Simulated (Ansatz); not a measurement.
**Ti-Pd-Pd-Ti stack of (111) layers: lattice stability ahead of a resistivity run**

Question: is the lattice of Ti-Pd-Pd-Ti stack of (111) layers stable, and if so, what are its coupling constant and resistivity?

Program: Ansatz 0.2.0. Level of theory: DFT PBEsol, scalar-relativistic, plane waves, PAW; PAW set soft_1. Results are calculated unless marked as measured.

Report form: the programs' logs are mostly left out.

## 1. Starting point

The cell holds 4 atoms: 2 Ti and 2 Pd. Its edges and angles: a = 2.751 Å, b = 2.751 Å, c = 17.738 Å, α = 90.0°, β = 90.0°, γ = 120.0°. Vacuum lies along c.

## 2. Rough relaxation

Large forces or a large pressure at the start call for a first relaxation with loose thresholds.

File input.yaml:

```yaml
crystal:
  lattice:
    - [2.75065, 0.0, 0.0]
    - [-1.37532, 2.38213, 0.0]
    - [0.0, 0.0, 17.73768]
  atoms:
    - { symbol: Ti, position: [0.0, 0.0, 0.31007441] }
    - { symbol: Pd, position: [0.33333333, 0.66666667, 0.43669147] }
    - { symbol: Pd, position: [0.66666667, 0.33333333, 0.56330853] }
    - { symbol: Ti, position: [0.0, 0.0, 0.68992559] }
  periodic: [true, true, false]
kpoints:
  mp_grid: { grid: [9, 9, 1] }
hamiltonian:
  xc: pbesol
  pseudopotentials: { kind: paw, azcp: { folder: soft_1 }, xc_functional: pbe }
scf:
  occupations: { method: gaussian, width: 0.1 }
output:
  forces: true
  stress: true
  eigenvalues: true
relax:
  adjacent_minimum: "off"
  f_tol: 0.05
  max_steps: 80
  cell: { stress_2d_tol: 0.02 }
```

On the command line:

```console
$ ansatz run input.yaml --threads 4 --pin off --max-ram 12288MiB --backend cpu --events-out ev --progress --plain --runs-dir out
```

Elapsed: 18 s, on 4 threads of Arm Neoverse V1, shared host; peak memory 0.65 GiB; 64 s of CPU time.

The steps of the relaxation:

```
step  energy less that of the first step (eV)  largest force component (eV/Å)  volume (Å³)
   1                                   0.0000                          0.9212       244.24
   2                                  -0.0677                          0.2577       245.96
   3                                  -0.0769                          0.0606       247.91
   4                                  -0.0780                          0.0085       247.96
   5                                  -0.0780                          0.0006       248.05
  6*                                  -0.0782                          0.0006       248.05
```

Relaxation steps marked * repeat the geometry before them on a plane-wave basis chosen anew for their cell, so energy and pressure can jump there.

The run keeps the 12 symmetry operations that it works with, so distortions that break them were not tested.

| cell as run | before | after | change |
| --- | --- | --- | --- |
| a (Å) | 2.751 | 2.772 | +0.8 % |
| b (Å) | 2.751 | 2.772 | +0.8 % |

The atoms that moved most (Å, along periodic axes as changes of fractional coordinates times the final cell, across vacuum about the mean position):

```csv
atom,dx,dy,dz,length
Ti4,0.000,0.000,-0.066,0.066
Ti1,0.000,0.000,0.066,0.066
Pd3,0.000,0.000,0.049,0.049
Pd2,0.000,0.000,-0.049,0.049
```

The relaxed structure:

```cif
data_structure
_symmetry_space_group_name_H-M 'P 1'
_symmetry_Int_Tables_number 1
_cell_length_a 2.7720
_cell_length_b 2.7720
_cell_length_c 37.2754
_cell_angle_alpha 90.000
_cell_angle_beta 90.000
_cell_angle_gamma 120.000
_cell_volume 248.05
loop_
_atom_site_label
_atom_site_type_symbol
_atom_site_fract_x
_atom_site_fract_y
_atom_site_fract_z
_atom_site_occupancy
Ti1 Ti 0.00000 0.00000 0.14931 1
Pd2 Pd 0.33333 0.66667 0.20649 1
Pd3 Pd 0.66667 0.33333 0.26936 1
Ti4 Ti 0.00000 0.00000 0.32655 1
```

Numbers from this step:

* metallic on mesh: yes
* gap on the k-mesh: 0 eV

The relaxation ends with a largest force component of 6.5e-4 eV/Å.

## 3. Relaxing cell and atoms

The structure is brought to rest under this functional.

input.yaml, the sections that differ from step 2:

```yaml
crystal:
  lattice:
    - [2.7719886901, -2.9091e-06, 0.0]
    - [-1.3859918256, 2.4006140792, 0.0]
    - [0.0, 0.0, 37.2753573569]
  atoms:
    - { symbol: Ti, position: [0.0, 0.0, 0.1493087242] }
    - { symbol: Pd, position: [0.3333333333, 0.6666666667, 0.2064907153] }
    - { symbol: Pd, position: [0.6666666667, 0.3333333333, 0.2693646824] }
    - { symbol: Ti, position: [0.0, 0.0, 0.3265466735] }
  periodic: [true, true, false]
kpoints:
  mp_grid: { grid: [12, 12, 1] }
relax:
  adjacent_minimum: "off"
  f_tol: 0.005
  max_steps: 80
  cell: { stress_2d_tol: 0.02 }
# hamiltonian, scf, output: as in step 2
```

It took 30 s on 4 threads; peak memory 0.7 GiB.

Relaxation path:

```
step  energy less that of the first step (eV)  largest force component (eV/Å)  volume (Å³)
   1                                   0.0000                          0.1084       248.05
   2                                  -0.0061                          0.0633       250.48
   3                                  -0.0067                          0.0329       251.91
   4                                  -0.0069                          0.0072       251.62
   5                                  -0.0069                          0.0051       251.68
   6                                  -0.0069                          0.0000       251.66
   7                                  -0.0071                          0.0001       251.66
```

The log counts 1 steps on a newly chosen plane-wave basis, not all of them marked here; energy and pressure can jump at such steps.

| cell as run | before | after | change |
| --- | --- | --- | --- |
| a (Å) | 2.772 | 2.792 | +0.7 % |
| b (Å) | 2.772 | 2.792 | +0.7 % |

The atoms that moved most (Å, along periodic axes as changes of fractional coordinates times the final cell, across vacuum about the mean position):

```csv
atom,dx,dy,dz,length
Ti1,0.000,0.000,0.039,0.039
Ti4,0.000,0.000,-0.039,0.039
```

Final coordinates:

```xyz
4
Lattice="2.7921 0.0000 0.0000 -1.3960 2.4180 0.0000 0.0000 0.0000 37.2754" Properties=species:S:1:pos:R:3
Ti    0.0000    0.0000    5.6045
Pd    0.0000    1.6120    7.6993
Pd    1.3960    0.8060   10.0384
Ti    0.0000    0.0000   12.1331
```

The relaxation ends with a largest force component of 9.0e-5 eV/Å.

## 4. Relaxing tightly for phonons

No force is left; the cell is relaxed once more with another smearing and tight thresholds.

input.yaml, the sections that differ from step 3:

```yaml
crystal:
  lattice:
    - [2.7920898329, -2.9303e-06, 0.0]
    - [-1.3960423788, 2.41802219, 0.0]
    - [0.0, 0.0, 37.2753573569]
  atoms:
    - { symbol: Ti, position: [0.0, 0.0, 0.1503553512] }
    - { symbol: Pd, position: [0.3333333333, 0.6666666667, 0.2065519146] }
    - { symbol: Pd, position: [0.6666666667, 0.3333333333, 0.2693034831] }
    - { symbol: Ti, position: [0.0, 0.0, 0.3255000465] }
  periodic: [true, true, false]
scf:
  occupations: { method: methfessel_paxton, width: 0.2 }
relax:
  adjacent_minimum: "off"
  f_tol: 0.001
  max_steps: 60
  cell: { stress_2d_tol: 0.002 }
# kpoints, hamiltonian, output: as in step 3
```

The job ended after 20 s (4 threads; peak memory 0.69 GiB; 78 s of CPU time).

Little changed from the start: no atom moved by 0.005 Å and no cell edge by 0.1 %.

## 5. Phonons: q 2×2×1, k 6×6×1

Before any scattering is computed, the phonons show whether the structure is a minimum.

File input.yaml:

```yaml
crystal:
  lattice:
    - [2.7925944902, -2.9308e-06, 0.0]
    - [-1.396294707, 2.4184592364, 0.0]
    - [0.0, 0.0, 37.2753573569]
  atoms:
    - { symbol: Ti, position: [0.0, 0.0, 0.1503744011] }
    - { symbol: Pd, position: [0.3333333333, 0.6666666667, 0.2065628467] }
    - { symbol: Pd, position: [0.6666666667, 0.3333333333, 0.269292551] }
    - { symbol: Ti, position: [0.0, 0.0, 0.3254809966] }
  periodic: [true, true, false]
kpoints:
  mp_grid: { grid: [6, 6, 1] }
hamiltonian:
  xc: pbesol
  pseudopotentials: { kind: paw, azcp: { folder: soft_1 }, xc_functional: pbe }
scf:
  occupations: { method: methfessel_paxton, width: 0.2 }
output:
  eigenvalues: true
phonons:
  method: dfpt
  qmesh: [2, 2, 1]
  temperatures: { t_max: 1000, t_step: 50 }
  qpath:
    path:
      - [0.0, 0.0, 0.0]
      - [0.5, 0.0, 0.0]
      - [0.33333333, 0.33333333, 0.0]
      - [0.0, 0.0, 0.0]
    npoints: 10
```

The job ended after 2.9 min (4 threads; peak memory 1.1 GiB).

This step gave:

- share of imaginary modes in the plain interpolation between solved wavevectors: 0.1727
- highest frequency, solved or plainly interpolated: 243.7 cm⁻¹

Solved on the 2×2×1 mesh alone; all other wavevectors are interpolated. The phonon branches at the labelled points (cm⁻¹):

```csv
point,branch 1,branch 2,branch 3,branch 4,branch 9,branch 10,branch 11,branch 12
Γ,0,0,0,49,93,121,232,244
halfway,-123,-102,59,66,144,155,205,215
M,-182,-158,61,80,166,168,205,207
halfway,-163,-138,60,70,166,166,198,198
K,-109,-109,-72,-72,173,175,175,183
halfway,-130,-107,59,83,154,162,199,207
Γ,0,0,0,49,93,121,232,244
```

Lowest modes at the softest wavevector of the mesh. The modes at q = (0.500, 0.000, 0.000) (shares of kinetic energy by element, %) (negative means imaginary):

| mode | frequency (cm⁻¹) | Ti % | Pd % |
| --- | --- | --- | --- |
| 1 | -182.2 | 96 | 4 |
| 2 | -158.0 | 96 | 4 |
| 3 | 61.4 | 75 | 25 |
| 4 | 80.3 | 81 | 19 |
| 5 | 91.9 | 25 | 75 |
| 6 | 114.5 | 34 | 66 |

Displacements in mode 1 (-182.2 cm⁻¹), the largest set to 1, in the home cell:
```
Ti1  1.00  0.58 -0.07
Pd2  0.01  0.00  0.16
Pd3  0.01  0.00  0.16
Ti4 -1.00 -0.58  0.07
```

Displacements in mode 6 (114.5 cm⁻¹), the largest set to 1, in the home cell:
```
Ti1 -0.58  1.00  0.00
Pd2 -0.54  0.93  0.00
Pd3  0.54 -0.93  0.00
Ti4 -0.58  1.00  0.00
```

Among the solved wavevectors the lowest mode, translations apart, is -182 cm⁻¹, imaginary.

## 6. Lattice stability: q 3×3×1, k 9×9×1

An imaginary mode on so few k-points may come from the sampling, so the phonons are repeated with another q and k mesh.

input.yaml: that of step 5 with these lines changed.

```diff
@@ -12,3 +12,3 @@
 kpoints:
-  mp_grid: { grid: [6, 6, 1] }
+  mp_grid: { grid: [9, 9, 1] }
 hamiltonian:
@@ -22,3 +22,3 @@
   method: dfpt
-  qmesh: [2, 2, 1]
+  qmesh: [3, 3, 1]
   temperatures: { t_max: 1000, t_step: 50 }
```

Elapsed: 11 min, on 4 threads; peak memory 2.1 GiB.

Numbers from this step:

```
share of imaginary modes in the plain interpolation between solved wavevectors : 0.0306
highest frequency, solved or plainly interpolated                              : 231.2 cm⁻¹
```

Solved on the 3×3×1 mesh alone; all other wavevectors are interpolated. Phonon branches along the path, in cm⁻¹:

| point | branch 1 | branch 2 | branch 3 | branch 4 | branch 9 | branch 10 | branch 11 | branch 12 |
| --- | --- | --- | --- | --- | --- | --- | --- | --- |
| Γ | 0 | 0 | 0 | 49 | 90 | 120 | 224 | 231 |
| halfway | 67 | 71 | 94 | 107 | 151 | 160 | 222 | 224 |
| M | 69 | 73 | 88 | 97 | 195 | 200 | 203 | 212 |
| halfway | -27 | -19 | 48 | 74 | 178 | 179 | 194 | 194 |
| K | -98 | -98 | -49 | 39 | 168 | 168 | 169 | 180 |
| halfway | 71 | 93 | 101 | 107 | 154 | 162 | 218 | 219 |
| Γ | 0 | 0 | 0 | 49 | 90 | 120 | 224 | 231 |

Lowest modes at the softest wavevector of the mesh. The modes at q = (-0.333, -0.333, 0.000) (shares of kinetic energy by element, %) (negative means imaginary):

| mode | frequency (cm⁻¹) | Ti % | Pd % |
| --- | --- | --- | --- |
| 1 | -98.2 | 100 | 0 |
| 2 | -98.2 | 100 | 0 |
| 3 | -49.2 | 97 | 3 |
| 4 | 38.7 | 94 | 6 |
| 5 | 81.1 | 76 | 24 |
| 6 | 81.1 | 76 | 24 |

Displacements in mode 2 (-98.2 cm⁻¹), the largest set to 1, in the home cell (x, y, z of the real part, then of the imaginary part):
```
Ti1  0.00 -0.01  0.00  0.00  0.00  0.00
Pd2  0.00  0.00  0.02  0.00  0.00  0.00
Pd3  0.02 -0.01  0.00  0.01  0.02  0.00
Ti4  0.00  1.00  0.00  1.00  0.00  0.00
```

Displacements in mode 4 (38.7 cm⁻¹), the largest set to 1, in the home cell (x, y, z of the real part, then of the imaginary part):
```
Ti1  0.00  0.00  1.00  0.00  0.00  0.00
Pd2  0.00  0.12  0.00 -0.12  0.00  0.00
Pd3 -0.11 -0.06  0.00 -0.06  0.11  0.00
Ti4  0.00  0.00  1.00  0.00  0.00  0.00
```

The modes has structure finer than the step of the table below, so its rows give means over 10 cm⁻¹, whole bins alone (the curve runs from -108 to 248 cm⁻¹). Peaks (cm⁻¹: height): Pd 75.6: 0.0470, 102.5: 0.0520, 124.9: 0.0770, 183.2: 0.0475, 223.5: 0.0238; Ti 75.6: 0.0394, 98.0: 0.0504, 127.2: 0.0885, 221.3: 0.0512.

Phonopy on the run's constants, 21x21x1 mesh, Gaussian sigma 2.5 cm⁻¹. The modes by wavenumber; means over each step; values in 1/cm⁻¹/cell:

```csv
wavenumber (cm⁻¹),Pd,Ti
-100,3.1e-6,0.00128
-90,1.5e-5,0.00500
-80,2.0e-5,0.00404
-70,4.1e-5,0.00632
-60,2.5e-6,5.4e-4
-50,9.7e-5,0.00419
-40,1.5e-4,0.00663
-30,4.1e-5,0.00314
-20,1.3e-4,0.00229
-10,1.1e-4,0.00269
0,4.4e-4,2.2e-4
10,7.0e-4,0.00177
20,0.00199,0.00437
30,0.00355,0.00274
40,0.00549,0.00918
50,0.0104,0.0136
60,0.0177,0.0220
70,0.0336,0.0347
80,0.0398,0.0337
90,0.0306,0.0333
100,0.0442,0.0475
110,0.0300,0.0319
120,0.0464,0.0516
130,0.0589,0.0769
140,0.0376,0.0324
150,0.0297,0.0209
160,0.0226,0.0125
170,0.0341,0.0125
180,0.0398,0.0110
190,0.0423,0.0122
200,0.0251,0.0162
210,0.0153,0.0250
220,0.0201,0.0422
230,0.00907,0.0154
240,1.3e-4,1.7e-4
```

No LO-TO term; unit eigenvectors of the mass-weighted matrix. Modes at Γ, with each element's share of the kinetic energy:

```csv
mode,frequency (cm⁻¹),symmetry,Ti %,Pd %
1,0.0,unnamed,31,69
2,0.0,unnamed,31,69
3,0.0,unnamed,31,69
4,48.7,Eg,49,51
5,48.7,Eg,49,51
6,80.7,Eu,69,31
7,80.7,Eu,69,31
8,89.8,Eg,51,49
9,89.8,Eg,51,49
10,119.7,A1g,44,56
11,223.8,A2u,69,31
12,231.2,A1g,56,44
```

Displacements in mode 5 (48.7 cm⁻¹), the largest set to 1:
```
Ti1  0.64  1.00  0.00
Pd2  0.44  0.69  0.00
Pd3 -0.44 -0.69  0.00
Ti4 -0.64 -1.00  0.00
```

Displacements in mode 11 (223.8 cm⁻¹), the largest set to 1:
```
Ti1  0.00  0.00  1.00
Pd2  0.00  0.00 -0.45
Pd3  0.00  0.00 -0.45
Ti4  0.00  0.00  1.00
```

Among the solved wavevectors the lowest mode, translations apart, is -98.2 cm⁻¹, imaginary.

## 7. Outcome

```
phonon run of the rows without a label of their own : PBEsol, q 3×3×1, k 9×9×1
softest mode on the q mesh                          : -98.2 cm⁻¹ at q = (-0.333, -0.333, 0)
highest frequency, solved or plainly interpolated   : 231 cm⁻¹
```

The lattice is dynamically unstable at this level: a mode at q = (-0.333, -0.333, 0) is imaginary, 98.2i cm⁻¹, so no harmonic coupling constant or resistivity is defined for this structure. These meshes are coarse, and single modes of a metal can move by tens of cm⁻¹ with the k mesh. The coarser mesh found an imaginary mode at another wavevector, which this mesh lacks. The phonon runs are not spin-polarised. The PAW files were made for PBE; under other functionals the run regenerates their frozen core. The structure was built by hand as an ordered model, and its stability against other phases was not tested.

[Logs are printed without paths, hosts, clocks, repeated set-up lines and the standing remarks that a program may print on its own settings, such as how far it seeks lower states.]

[Hosts, paths, dates, database ids (printed as entryN), source tags and the programs' standing remarks are cut or masked in the printed files.]
